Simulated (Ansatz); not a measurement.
# SrTlGeH (built on the sites of a database entry of SrGaGeH): relaxing the cell for a phonon run

Wanted: the relaxed cell of SrTlGeH (built on the sites of a database entry of SrGaGeH).

Calculated with Ansatz 0.2.0; DFT PBEsol, scalar-relativistic, plane waves, norm-conserving pseudopotentials.

The structure was built from a prototype and need not be the compound's stable phase.

## (1) Set-up

The structure is trigonal, space group P3m1 (No. 156). The conventional cell has a = 4.372 Å, b = 4.372 Å, c = 5.165 Å, α = 90.00°, β = 90.00°, γ = 120.00°. Sr has 3 H at 2.57 Å nearest. Nearest to Tl lie 1 H at 1.81 Å and 3 Ge at 2.60 Å. Nearest to Ge lie 3 Tl at 2.60 Å. Nearest to H lie 1 Tl at 1.81 Å and 3 Sr at 2.57 Å. Farther neighbours are not listed.

Structure file:

```cif
data_structure
_symmetry_space_group_name_H-M 'P 1'
_symmetry_Int_Tables_number 1
_cell_length_a 4.3724
_cell_length_b 4.3724
_cell_length_c 5.1651
_cell_angle_alpha 90.000
_cell_angle_beta 90.000
_cell_angle_gamma 120.000
_cell_volume 85.52
loop_
_atom_site_label
_atom_site_type_symbol
_atom_site_fract_x
_atom_site_fract_y
_atom_site_fract_z
_atom_site_occupancy
Sr1 Sr 0.33333 0.66667 0.00000 1
Tl2 Tl 0.00000 0.00000 0.55670 1
Ge3 Ge 0.66667 0.33333 0.43520 1
H4 H 0.00000 0.00000 0.90670 1
```

## (2) A coarse first look

First a cheap look: the gap decides the mesh and the occupations, the pressure tells how far the cell has to move.

Input file input.yaml:

```yaml
crystal:
  lattice:
    - [4.37244, 0.0, 0.0]
    - [-2.18622, 3.78664, 0.0]
    - [0.0, 0.0, 5.1651]
  atoms:
    - { symbol: Sr, position: [0.3333333333, 0.6666666667, 0.0] }
    - { symbol: Tl, position: [0.0, 0.0, 0.5567] }
    - { symbol: Ge, position: [0.6666666667, 0.3333333333, 0.4352] }
    - { symbol: H, position: [0.0, 0.0, 0.9067] }
kpoints:
  mp_grid: { grid: [6, 6, 4] }
hamiltonian:
  xc: pbesol
  pseudopotentials: { kind: nc }
scf:
  occupations: { method: gaussian, width: 0.1 }
output:
  forces: true
  stress: true
  eigenvalues: true
```

Run with:

```sh
> ansatz run input.yaml --threads 8 --pin off --max-ram 14336MiB --backend cpu --events-out ev --progress --plain --runs-dir out
```

Numbers of over 12 decimals in the logs are rounded to 6 here.

Log:

```text
Engine: ansatz 0.2.0, aarch64-unknown-linux-gnu
Pseudopotentials: kind: nc
Pseudopotential: Sr, nc, valence charge 10, recommended cutoff 925.187132 eV (normal), Sr.nc.azcp (PseudoDojo's, or run here from an input of PseudoDojo's: the run reads no file of this project's for it)
[...]
--- Band table (eV; the first three rows and the last of 24) ---
  k-point 0: bands = [... 15 lower, 5.0340, 7.8795, 9.3561, 9.3561, 9.9678, 13.0878, 13.0878, 13.2032]
  k-point 1: bands = [... 15 lower, 4.1442, 8.5680, 9.6011, 9.6011, 10.1432, 12.2279, 12.2279, 12.9185]
  k-point 2: bands = [... 15 lower, 3.4233, 9.3032, 9.8381, 9.9529, 9.9529, 11.6391, 11.6391, 12.5722]
  k-point 23: bands = [... 15 lower, 1.9525, 5.6548, 6.5605, 8.3241, 11.8529, 13.1913, 13.4554, 14.1007]
[key lines of the parts left out:]
SCF converged after 8 iterations
Free energy (F): -5025.855852 eV
Fermi energy:    9.932845 eV
P = ⅓ Tr σ = 3.6759 GPa (36.759 kbar)
```

Elapsed: 1.7 s, on 8 threads of Arm Neoverse V2, shared host; peak memory 0.66 GiB; 13 s of CPU time.

This step gave:

| Property | Result |
| --- | --- |
| pressure | 3.676 GPa |
| volume per atom | 21.38 Å³ |
| gap on the k-mesh | 0 eV |

The coarse mesh shows no gap and a pressure of 3.7 GPa.

## (3) Coarse relaxation

A rough relaxation comes first, because large forces or stress need no tight tolerances yet.

Changes to input.yaml since step 2:

```diff
@@ -21 +21,6 @@
   eigenvalues: true
+relax:
+  adjacent_minimum: "off"
+  f_tol: 0.05
+  max_steps: 80
+  cell: { stress_tol: 0.5 }
```

Log:

```text
[...]
Crystal: 4 atoms, lattice volume = 85.518 Å³
Basis set: ecut = 1061.244064 eV, 6681 PW (Γ), exchange–correlation on 96×96×120 points (8 copies of the dense FFT grid, shifted against one another)
Bands: 23, of which v1, the nominal top of the filled ones, is band 19 counted from 1 (18 counted from 0)
Symmetry: 6 space group operations
[...]
cell:  # Å, volume = 87.1313 Å³
    - [4.474719, 3.785184678708477e-18, -6.125706120599398e-19]
    - [-2.237360, 3.875221, 3.0628530602996494e-19]
    - [-7.236211790586653e-19, 0, 5.024723]
  atoms:
    - { symbol: Sr, position: [0.333333, 0.666667, 0.00263729] }
    - { symbol: Tl, position: [-3.054674317917874e-19, 0, 0.549713] }
    - { symbol: Ge, position: [0.666667, 0.333333, 0.394444] }
    - { symbol: H, position: [1.97188921783313e-18, 0, 0.951806] }
[key lines of the parts left out:]
SCF converged after 3 iterations
Free energy (F): -5026.118826 eV
Fermi energy:    9.654090 eV
P = ⅓ Tr σ = 0.0568 GPa (0.568 kbar)
```

The job ended after 11 s (8 threads; peak memory 0.77 GiB; 83 s of CPU time).

The steps of the relaxation:

| step | energy less that of the first step (eV) | largest force component (eV/Å) | pressure (GPa) | volume (Å³) |
| --- | --- | --- | --- | --- |
| 1 | 0.0000 | 1.3849 | 3.68 | 85.52 |
| 2 | -0.2404 | 0.1738 | 0.47 | 87.83 |
| 3 | -0.2485 | 0.3204 | 0.64 | 85.86 |
| 4 | -0.2621 | 0.0675 | 0.09 | 87.09 |
| 5 | -0.2625 | 0.0313 | 0.03 | 87.13 |
| 6* | -0.2630 | 0.0313 | 0.06 | 87.13 |

Relaxation steps marked * repeat the geometry before them on a plane-wave basis chosen anew for their cell, so energy and pressure can jump there.

Forces are held to the 6 operations that the run works with; a distortion that breaks them can't arise in this run.

| conventional cell, symmetrised | before | after | change |
| --- | --- | --- | --- |
| a (Å) | 4.372 | 4.475 | +2.3 % |
| b (Å) | 4.372 | 4.475 | +2.3 % |
| c (Å) | 5.165 | 5.025 | -2.7 % |
| volume (Å³/atom) | 21.38 | 21.78 | +1.9 % |

The atoms that moved most (Å, as changes of fractional coordinates times the final cell):

| atom | dx | dy | dz | length |
| --- | --- | --- | --- | --- |
| H4 | 0.000 | 0.000 | 0.227 | 0.227 |
| Ge3 | 0.000 | 0.000 | -0.205 | 0.205 |
| Tl2 | 0.000 | 0.000 | -0.035 | 0.035 |
| Sr1 | 0.000 | 0.000 | 0.013 | 0.013 |

The relaxed structure:

```cif
data_structure
_symmetry_space_group_name_H-M 'P 1'
_symmetry_Int_Tables_number 1
_cell_length_a 4.4747
_cell_length_b 4.4747
_cell_length_c 5.0247
_cell_angle_alpha 90.000
_cell_angle_beta 90.000
_cell_angle_gamma 120.000
_cell_volume 87.13
loop_
_atom_site_label
_atom_site_type_symbol
_atom_site_fract_x
_atom_site_fract_y
_atom_site_fract_z
_atom_site_occupancy
Sr1 Sr 0.33333 0.66667 0.00264 1
Tl2 Tl 0.00000 0.00000 0.54971 1
Ge3 Ge 0.66667 0.33333 0.39444 1
H4 H 0.00000 0.00000 0.95181 1
```

A gap read on the k-mesh alone can miss the band edges.

Numbers from this step:

```yaml
pressure: 0.05678 GPa
volume_per_atom: 21.78 Å³
gap_on_the_k_mesh: 0.2465 eV
direct_gap_on_mesh: 0.3964 eV
```

In this step the volume went from 21.38 to 21.78 Å³/atom.

## (4) Bringing the structure to rest

The cell and atoms are relaxed, since residual forces and stress would shift the frequencies.

Input file input.yaml:

```yaml
crystal:
  lattice:
    - [4.4747193612, 0.0, 0.0]
    - [-2.2373596806, 3.8752206416, 0.0]
    - [0.0, 0.0, 5.0247225994]
  atoms:
    - { symbol: Sr, position: [0.3333333333, 0.6666666667, 0.002637285] }
    - { symbol: Tl, position: [0.0, 0.0, 0.549712516] }
    - { symbol: Ge, position: [0.6666666667, 0.3333333333, 0.3944437721] }
    - { symbol: H, position: [0.0, 0.0, 0.9518064269] }
kpoints:
  mp_grid: { grid: [9, 9, 6] }
hamiltonian:
  xc: pbesol
  pseudopotentials: { kind: nc }
scf:
  occupations: { method: gaussian, width: 0.01 }
output:
  forces: true
  stress: true
  eigenvalues: true
  write_density: true
  write_potential: true
  elf: true
  volumetric_format: npy
relax:
  adjacent_minimum: "off"
  f_tol: 0.005
  max_steps: 80
  cell: { stress_tol: 0.05 }
```

Log:

```text
[...]
Crystal: 4 atoms, lattice volume = 87.131 Å³
Basis set: ecut = 1061.244064 eV, 6873 PW (Γ), exchange–correlation on 96×96×108 points (8 copies of the dense FFT grid, shifted against one another)
Bands: 23, of which v1, the nominal top of the filled ones, is band 19 counted from 1 (18 counted from 0)
[... 1 set-up line as in the run before ...]
[...]
k-points: 62 of 486 (time reversal used)
[...]
SCF iter   1: F=—  HF=-5027.384438 eV  |F-HF|=—  |Δ(HF+E_count)|=         —  Δρ=5.00e-2  dr2=3.48e0  ethr=3.10e-3  ⟨swp⟩=7.9  Hψ=8596  notcnv=0
[...]
SCF iter   8: F=-5026.124958 eV  HF=-5026.124958 eV  |F-HF|=8.06e-9  |Δ(HF+E_count)|=   1.82e-8  Δρ=4.68e-6  dr2=1.38e-8  ethr=2.63e-10  ⟨swp⟩=12.2  Hψ=12739  notcnv=0
SCF 1 converged in 8 iterations: F = -5026.124958 eV  dr2 = 1.38e-8
relax step   1: F+E_penalty+E_count = -5026.12495790 eV  Δ(F+E_penalty+E_count) = +0.000e0 eV  max|allowed force component| = 4.096e-2 eV/Å  Δτ_max = 0.0000 Å  P = +0.045 GPa  Ω = 87.131 Å³  (8 SCF iters, dr2 threshold 1.00e-7 eV, accepted)
Crystal: 4 atoms, lattice volume = 87.374 Å³
[...]
SCF iter   5: F=-5026.125387 eV  HF=-5026.125387 eV  |F-HF|=1.41e-9  |Δ(HF+E_count)|=   1.01e-7  Δρ=5.29e-6  dr2=1.89e-8  ethr=3.79e-10  ⟨swp⟩=12.6  Hψ=13383  notcnv=0
SCF 2 converged in 5 iterations: F = -5026.125387 eV  dr2 = 1.89e-8
relax step   2: F+E_penalty+E_count = -5026.12538702 eV  Δ(F+E_penalty+E_count) = -4.291e-4 eV  max|allowed force component| = 4.349e-2 eV/Å  Δτ_max = 0.0196 Å  P = -0.003 GPa  Ω = 87.374 Å³  energy of the carried Pulay correction = -1.783e-5 eV  (5 SCF iters, dr2 threshold 1.44e-7 eV, accepted)
Crystal: 4 atoms, lattice volume = 87.780 Å³
Basis set: ecut = 1061.244064 eV, 6897 PW (Γ), exchange–correlation on 96×96×108 points (8 copies of the dense FFT grid, shifted against one another)
[...]
SCF iter   5: F=-5026.123530 eV  HF=-5026.123530 eV  |F-HF|=1.21e-9  |Δ(HF+E_count)|=   1.91e-8  Δρ=5.82e-6  dr2=2.52e-8  ethr=3.11e-10  ⟨swp⟩=12.6  Hψ=13273  notcnv=0
SCF 3 converged in 5 iterations: F = -5026.123530 eV  dr2 = 2.52e-8
relax step   3: F+E_penalty+E_count = -5026.12353017 eV  Δ(F+E_penalty+E_count) = +1.857e-3 eV  max|allowed force component| = 1.224e-1 eV/Å  Δτ_max = 0.0235 Å  P = -0.210 GPa  Ω = 87.780 Å³  energy of the carried Pulay correction = -4.748e-5 eV  (5 SCF iters, dr2 threshold 1.18e-7 eV, rejected (line search))
[...]
relax step   4: F+E_penalty+E_count = -5026.12576001 eV  Δ(F+E_penalty+E_count) = -3.730e-4 eV  max|allowed force component| = 5.066e-3 eV/Å  Δτ_max = 0.0073 Å  P = -0.001 GPa  Ω = 87.367 Å³  energy of the carried Pulay correction = -1.732e-5 eV  (7 SCF iters, accepted)
[...]
relax step   5: F+E_penalty+E_count = -5026.12576267 eV  Δ(F+E_penalty+E_count) = -2.667e-6 eV  max|allowed force component| = 3.029e-3 eV/Å  Δτ_max = 0.0024 Å  P = -0.001 GPa  Ω = 87.389 Å³  energy of the carried Pulay correction = -1.891e-5 eV  (5 SCF iters, dr2 threshold 1.60e-9 eV, accepted)
[...]
SCF iter   1: F=—  HF=-5026.125612 eV  |F-HF|=—  |Δ(HF+E_count)|=         —  Δρ=6.84e-6  dr2=2.58e-9  ethr=1.20e-7  ⟨swp⟩=4.2  Hψ=13392  notcnv=0
eigensolver tolerance schedule: the retry pair's looser diagonalisation over-reported the residual by 17615.02 of it (diagonalisation noise at 2.13 of the residual, at the tolerance the schedule requests for it); recorded, not acted on — ethr = c·dr2/N_el stays at c = 1.0e-1
[...]
SCF iter   2: F=—  HF=-5026.125784 eV  |F-HF|=—  |Δ(HF+E_count)|=   1.72e-4  Δρ=3.53e-6  dr2=8.02e-10  ethr=6.79e-12  ⟨swp⟩=4.5  Hψ=4681  notcnv=0
[...]
SCF iter   4: F=-5026.125784 eV  HF=-5026.125784 eV  |F-HF|=5.46e-12  |Δ(HF+E_count)|=  1.18e-11  Δρ=2.04e-7  dr2=1.39e-11  ethr=1.00e-12  ⟨swp⟩=7.4  Hψ=8263  notcnv=0
SCF 6 converged in 4 iterations: F = -5026.125784 eV  dr2 = 1.39e-11
relax step   6: F+E_penalty+E_count = -5026.12578412 eV  Δ(F+E_penalty+E_count) = -2.145e-5 eV  max|allowed force component| = 3.027e-3 eV/Å  Δτ_max = 0.0000 Å  P = -0.000 GPa  Ω = 87.389 Å³  stress off target by 1.12e-2 GPa  SCF on the basis re-selected at this cell (its energy is not comparable with the rows above)  (4 SCF iters)
[...]
SCF converged after 4 iterations
Free energy (F): -5026.125784 eV
[...]
Internal energy: -5026.125784 eV  (E = F + TS)
E sigma→0 (E₀):  -5026.125784 eV
Fermi energy:    9.608838 eV
[...]
--- Forces (eV/Å), atoms counted from 1 ---
  atom   1  Sr     0.00000000     0.00000000    -0.00137684
  atom   2  Tl     0.00000000    -0.00000000     0.00302688
  atom   3  Ge     0.00000000     0.00000000    -0.00288043
  atom   4  H      0.00000000     0.00000000     0.00123174
  max |Σ_I F_I| component: 1.36e-6 eV/Å
--- Stress (GPa, compression-positive) ---
       -0.006168      -0.000000      -0.000000
       -0.000000      -0.006168       0.000000
       -0.000000       0.000000       0.011213
  P = ⅓ Tr σ = -0.0004 GPa (-0.004 kbar)
--- Band table (eV; the first three rows and the last of 62) ---
  k-point 0: bands = [... 15 lower, 5.0677, 7.0792, 8.8586, 8.8586, 9.8559, 12.5271, 12.5271, 12.7043]
  k-point 1: bands = [... 15 lower, 4.4774, 7.4495, 8.9822, 8.9822, 10.0472, 12.0645, 12.0645, 12.6082]
  k-point 2: bands = [... 15 lower, 3.5736, 7.9636, 9.2933, 9.2933, 10.0878, 11.4667, 11.4667, 12.3514]
  k-point 61: bands = [... 15 lower, 2.1143, 5.1550, 6.5557, 7.8757, 11.3825, 12.4843, 12.8241, 13.7730]
--- Relaxed structure (5 steps of the walk, 4 accepted, 1 SCFs on fresh bases) ---
[...]
cell:  # Å, volume = 87.3889 Å³
    - [4.470654, 0.0, 0]
    - [-2.235327, 3.871700, 5.554263645385248e-19]
    - [0, 7.201818075177049e-19, 5.048748]
  atoms:
    - { symbol: Sr, position: [0.333333, 0.666667, 0.000541253] }
    - { symbol: Tl, position: [0, 0, 0.548924] }
    - { symbol: Ge, position: [0.666667, 0.333333, 0.397057] }
    - { symbol: H, position: [0, 0, 0.952078] }
```

Run time: 28 s. Hardware: 8 threads; peak memory 0.94 GiB; 3.7 min of CPU time.

The steps of the relaxation:

| step | energy less that of the first step (eV) | largest force component (eV/Å) | pressure (GPa) | volume (Å³) |
| --- | --- | --- | --- | --- |
| 1 | 0.0000 | 0.0410 | 0.04 | 87.13 |
| 2 | -0.0004 | 0.0435 | 0.00 | 87.37 |
| 3 | 0.0014 | 0.1224 | -0.21 | 87.78 |
| 4 | -0.0008 | 0.0051 | 0.00 | 87.37 |
| 5 | -0.0008 | 0.0030 | 0.00 | 87.39 |
| 6* | -0.0008 | 0.0030 | 0.00 | 87.39 |

Relaxation steps marked * repeat the geometry before them on a plane-wave basis chosen anew for their cell, so energy and pressure can jump there. Relaxation step 3 was tried and not accepted.

Forces are held to the 6 operations that the run works with; a distortion that breaks them can't arise in this run.

| conventional cell, symmetrised | before | after | change |
| --- | --- | --- | --- |
| a (Å) | 4.475 | 4.471 | -0.1 % |
| b (Å) | 4.475 | 4.471 | -0.1 % |
| c (Å) | 5.025 | 5.049 | +0.5 % |
| volume (Å³/atom) | 21.78 | 21.85 | +0.3 % |

The atoms that moved most (Å, as changes of fractional coordinates times the final cell):

| atom | dx | dy | dz | length |
| --- | --- | --- | --- | --- |
| Ge3 | 0.000 | 0.000 | 0.013 | 0.013 |
| Sr1 | 0.000 | 0.000 | -0.011 | 0.011 |

This step gave:

* pressure: -3.75e-4 GPa
* gap on the k-mesh: 0.1976 eV
* volume per atom: 21.85 Å³
* direct gap on mesh: 0.3715 eV

Electrostatic potential energy in the ac plane at fractional y = 0.000, with atoms of Tl and H within 0.2 Å of it. With pseudopotentials it is smooth inside the atoms' cores, unlike the true potential.

Ten even steps from '0' (-58 eV) to '9' (12 eV), each cell a mean:
```
37999999999996
78999999999998
99999999999999
78999999999987
34799999999864
01589999999730
00479999999620
01589999999730
45799999999864
78999999999988
99999999999999
99999999999999
99999999999999
99999999999999
78999999999998
```
Columns run along a (4.5 Å; values clipped at the 3rd and 97th percentile), rows up along c (5.0 Å). Atoms in or near the plane, at fractional coordinates: Tl at (0.00, 0.55), H at (0.00, 0.95).

Valence density in the ac plane at fractional y = 0.000, with atoms of Tl and H within 0.2 Å of it. It is the smooth field of the valence electrons, not physical close to the nuclei.

Values in e/Å³, 15 rows by 14 columns, each cell a mean:
```
1.4 0.7 0.3 0.1 0.1 0.1 0.1 0.1 0.1 0.1 0.1 0.2 0.4 0.9
0.8 0.5 0.2 0.1 0.1 0.1 0.1 0.1 0.1 0.1 0.1 0.1 0.3 0.6
0.5 0.3 0.2 0.1 0.1 0.1 0.1 0.1 0.1 0.1 0.1 0.1 0.3 0.4
0.7 0.6 0.3 0.2 0.1 0.1 0.1 0.1 0.1 0.1 0.1 0.2 0.4 0.7
3.0 2.1 0.9 0.3 0.2 0.1 0.1 0.1 0.1 0.1 0.2 0.5 1.3 2.6
3.0 3.9 2.0 0.5 0.2 0.1 0.1 0.1 0.1 0.2 0.3 0.9 3.0 3.8
0.5 3.5 2.7 0.7 0.3 0.2 0.1 0.1 0.1 0.2 0.4 1.2 3.6 2.4
3.4 3.9 2.0 0.6 0.3 0.2 0.2 0.2 0.2 0.2 0.3 0.9 2.9 4.0
2.8 1.9 0.8 0.3 0.2 0.2 0.2 0.2 0.2 0.1 0.2 0.5 1.2 2.3
0.7 0.5 0.3 0.2 0.2 0.2 0.2 0.2 0.2 0.1 0.2 0.2 0.4 0.6
0.2 0.2 0.1 0.1 0.1 0.1 0.1 0.1 0.1 0.1 0.1 0.1 0.2 0.2
0.1 0.1 0.1 0.1 0.1 0.1 0.1 0.1 0.1 0.1 0.1 0.1 0.1 0.1
0.1 0.1 0.1 0.1 0.1 0.1 0.1 0.1 0.1 0.1 0.1 0.1 0.1 0.1
0.3 0.2 0.1 0.1 0.1 0.1 0.1 0.1 0.1 0.1 0.1 0.1 0.1 0.2
0.7 0.4 0.2 0.1 0.1 0.1 0.1 0.1 0.1 0.1 0.1 0.1 0.3 0.5
```
Columns run along a (4.5 Å), rows up along c (5.0 Å). Atoms in or near the plane, at fractional coordinates: Tl at (0.00, 0.55), H at (0.00, 0.95).

ELF in the ac plane at fractional y = 0.000, with atoms of Tl and H within 0.2 Å of it. It is the smooth field of the valence electrons, not physical close to the nuclei.

Ten even steps from '0' (0.11 × 1e-1) to '9' (9.99 × 1e-1), each cell a mean:
```
99930001001699
98730000001589
54321000001344
22222100112222
33333222223333
12433333333332
01433344433330
13333444443332
44333444443334
33323444443233
22222344432222
11111222211111
32100000000123
87410000000268
99820011000599
```
Columns run along a (4.5 Å), rows up along c (5.0 Å). Atoms in or near the plane, at fractional coordinates: Tl at (0.00, 0.55), H at (0.00, 0.95).

In this step the volume went from 21.78 to 21.85 Å³/atom.

## (5) Tight relaxation

Phonons need a cell at rest on their own settings, so the relaxation is repeated with tight tolerances on forces and stress, using the mesh and the filling of the phonon run that follows.

Input file input.yaml:

```yaml
crystal:
  lattice:
    - [4.4706539479, 0.0, 0.0]
    - [-2.2353269739, 3.8716998904, 0.0]
    - [0.0, 0.0, 5.0487481699]
  atoms:
    - { symbol: Sr, position: [0.3333333333, 0.6666666667, 0.0005412533] }
    - { symbol: Tl, position: [0.0, 0.0, 0.5489239514] }
    - { symbol: Ge, position: [0.6666666667, 0.3333333333, 0.3970570886] }
    - { symbol: H, position: [0.0, 0.0, 0.9520777067] }
kpoints:
  mp_grid: { grid: [10, 10, 6] }
hamiltonian:
  xc: pbesol
  pseudopotentials: { kind: nc }
scf:
  occupations: { method: gaussian, width: 0.01 }
output:
  forces: true
  stress: true
  eigenvalues: true
relax:
  adjacent_minimum: "off"
  f_tol: 0.001
  max_steps: 60
  cell: { stress_tol: 0.01 }
```

Log:

```text
[...]
Crystal: 4 atoms, lattice volume = 87.389 Å³
Basis set: ecut = 1061.244064 eV, 6897 PW (Γ), exchange–correlation on 96×96×108 points (8 copies of the dense FFT grid, shifted against one another)
Bands: 23, of which v1, the nominal top of the filled ones, is band 19 counted from 1 (18 counted from 0)
[... 1 set-up line as in the run before ...]
[...]
--- Relaxed structure (4 steps of the walk, 3 accepted, 1 SCFs on fresh bases) ---
[...]
cell:  # Å, volume = 87.4009 Å³
    - [4.469942, -2.8862752818886883e-11, 0]
    - [-2.234971, 3.871084, 0]
    - [0, 0, 5.051045]
  atoms:
    - { symbol: Sr, position: [0.333333, 0.666667, 0.000348548] }
    - { symbol: Tl, position: [0, 0, 0.549056] }
    - { symbol: Ge, position: [0.666667, 0.333333, 0.397078] }
    - { symbol: H, position: [0, 0, 0.952118] }
[key lines of the parts left out:]
SCF converged after 5 iterations
Free energy (F): -5026.126411 eV
Fermi energy:    9.649609 eV
P = ⅓ Tr σ = 0.0000 GPa (0.000 kbar)
```

Wall time 26 s (8 threads); peak memory 0.97 GiB; 3.4 min of CPU time.

Little changed from the start: no atom moved by 0.005 Å and no cell edge by 0.1 %.

Numbers from this step:

```
pressure           : 4.97e-5 GPa
gap on the k-mesh  : 0.2778 eV
direct gap on mesh : 0.3705 eV
```

The largest force component left is 0.53 meV/Å and the pressure is 0.000 GPa, within the tolerances set. The cell now holds 21.85 Å³/atom.

## (6) Results

```yaml
space_group_after_relaxation_within_0p01_a: P3m1
lattice_constant_a: 4.470 Å
lattice_constant_b: 4.470 Å
lattice_constant_c: 5.051 Å
volume_per_atom: 21.9 Å³
gap_on_the_k_mesh: 0.278 eV
```

What this shows: The largest force component left is 0.53 meV/Å and the pressure is 0.000 GPa, within the tolerances set. The cell now holds 21.85 Å³/atom. The relaxation keeps the symmetry of its start, so it says nothing on stability against lower symmetry. Spin-orbit coupling is left out, which can matter for the heavy elements here. The starting cell was built on a prototype and not taken from a measurement, so the phase need not exist.

[Logs are printed without paths, hosts, clocks, repeated set-up lines and the standing remarks that a program may print on its own settings, such as how far it seeks lower states.]

[Hosts, paths, dates, database ids (printed as entryN), source tags and the programs' standing remarks are cut or masked in the printed files.]
